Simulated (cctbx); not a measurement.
## From intensities to atoms

Cell a = 7.1380 Å, b = 4.4040 Å, c = 7.5880 Å, α = 90.00°, β = 90.00°, γ = 90.00°; space group Pnma (no. 62); content Dy4 Ag4 Mn4.

Simulated single-crystal data (cctbx): synchrotron X-rays, λ = 0.7749 Å, to d = 0.7 Å, 95 % of the full sphere, strongest reflection 5000 counts, noise from counting, a 6 % proportional error and a noise floor of 4 counts (s.d.); no absorption.

1 earlier start (other random phases, and plain and normalised amplitudes in turn) led nowhere (symmetry correlation 0.87).

Charge flipping in P1 on normalised amplitudes to 0.8 Å, δ = 1 σ, 20 % of the reflections treated as weak, 300 cycles:

```text
cycle      R  skewness
    0  0.642     0.22
   25  0.496     3.02
   50  0.478     3.36
   75  0.494     3.31
  100  0.509     3.12
  125  0.499     3.06
  150  0.496     3.29
  175  0.512     3.37
  200  0.506     3.29
  225  0.491     3.08
  250  0.496     3.16
  275  0.502     3.23
origin shift          correlation  skewness
 0.387  0.111  0.193      0.831      1.15
 0.421  0.232  0.045      0.841      1.44
 0.418  0.226  0.121      0.833      3.47
 0.421  0.231  0.259      0.828      2.04
taken: symmetry correlation 0.833, skewness 3.47
peak      x       y       z  mult  height/sigma
Q1    0.0402  0.2500  0.1569    4     11.9
Q2    0.2211  0.7500  0.3745    4      8.6
Q3    0.1530  0.2500  0.5714    4      3.8
Q4    0.0351  0.6132  0.7428    8      2.3
Q5    0.1928  0.1348  0.7874    8      1.7
Q6    0.1450  0.7500  0.6681    4      1.6
Q7    0.2092  0.6109  0.5680    8      1.6
Q8    0.2013  0.7500  0.9508    4      1.6
```

The origin is taken among those within 0.04 of the best correlation, by the skewness of the map.

Run time: 0.64 s on 1 thread of Arm Neoverse N1, on a shared host, peak memory 0.07 GiB.

**Question.** Which peaks are atoms, and which elements?

Heights go roughly as Z and multiplicities must add up to the content. First model: Q1 = Dy1 (4 in the cell, height 11.9), Q2 = Ag1 (4 in the cell, height 8.6) and Q3 = Mn1 (4 in the cell, height 3.8). Against the true structure, Q1 is Dy, Q2 is Ag and Q3 is Mn; the other peaks are not atoms.

Least squares on F², isotropic:

```text
Rint 0.068, 407 unique reflections to 0.70 A
cycle     R1     wR2    GooF  max shift (A)
   1  0.2086  0.4468   8.353   0.12218
   3  0.0593  0.1333   2.492   0.00000
final R1 0.0593 wR2 0.1333 GooF 2.492  parameters 9  data/parameter 45.2
atom        x        y        z      Ueq    occ   su(xyz)  su(Uiso or U11)
Dy1    0.03269  0.25000  0.16122   0.0160  1.000  0.00017  0.0003
Ag1    0.21605  0.75000  0.36945   0.0162  1.000  0.00028  0.0004
Mn1    0.13984  0.25000  0.56099   0.0165  1.000  0.00056  0.0008
difference map: max 10.98 min -7.81 rms 0.97
Q1    0.0377  0.2500  0.2153    4   11.88  0.41 A from Dy1
Q2    0.0244  0.2500  0.1116    4   10.28  0.38 A from Dy1
Q3    0.2057  0.2500  0.5240    4    3.73  0.55 A from Mn1
Q4    0.2160  0.7500  0.4279    4    3.34  0.44 A from Ag1
Q5    0.0975  0.2500  0.4367    4    2.80  0.99 A from Mn1
```

Anisotropic refinement:

```text
Rint 0.068, 407 unique reflections to 0.70 A
cycle     R1     wR2    GooF  max shift (A)
   1  0.0593  0.1333   2.521   0.00294
   2  0.0249  0.0558   1.055   0.00000
final R1 0.0249 wR2 0.0558 GooF 1.055  parameters 18  data/parameter 22.6
atom        x        y        z      Ueq    occ   su(xyz)  su(Uiso or U11)
Dy1    0.03259  0.25000  0.16126   0.0155  1.000  0.00007  0.0002
Ag1    0.21604  0.75000  0.36984   0.0165  1.000  0.00012  0.0003
Mn1    0.14004  0.25000  0.56069   0.0178  1.000  0.00025  0.0008
difference map: max 2.31 min -2.06 rms 0.52
Q1    0.1863  0.7500  0.8698    4    2.43  1.58 A from Dy1
Q2    0.9977  0.1233  0.4005    8    1.66  1.68 A from Mn1
Q3    0.0409  0.2500  0.9783    4    1.56  1.39 A from Dy1
Q4    0.9986  0.2500  0.7653    4    1.50  1.84 A from Ag1
Q5    0.0097  0.6319  0.1603    8    1.47  1.69 A from Dy1
Q6    0.2572  0.0248  0.8341    8    1.45  1.05 A from Ag1
```

**Reading.** The refinement ends at R1 = 0.0249, wR2 = 0.0558, GooF = 1.05, with difference density between -2.06 and 2.31 e/Å³. Every site matches the true model in element, within 0.002 Å r.m.s., up to an allowed shift of origin.

True model:

| atom | mult. | x | y | z | Ueq (Å²) |
| --- | --- | --- | --- | --- | --- |
| Dy1 | 4 | 0.5326 | 1/4 | 0.8387 | 0.0155 |
| Ag1 | 4 | 0.2160 | 3/4 | 0.8698 | 0.0164 |
| Mn1 | 4 | 0.8594 | 3/4 | 0.9395 | 0.0176 |

This is a model crystal, built by substitution and not relaxed, with assumed displacement parameters.

[Middle refinement cycles are left out of these outputs.]

[Logs are printed without paths, hosts, clocks, repeated set-up lines and the standing remarks that a program may print on its own settings, such as how far it seeks lower states.]
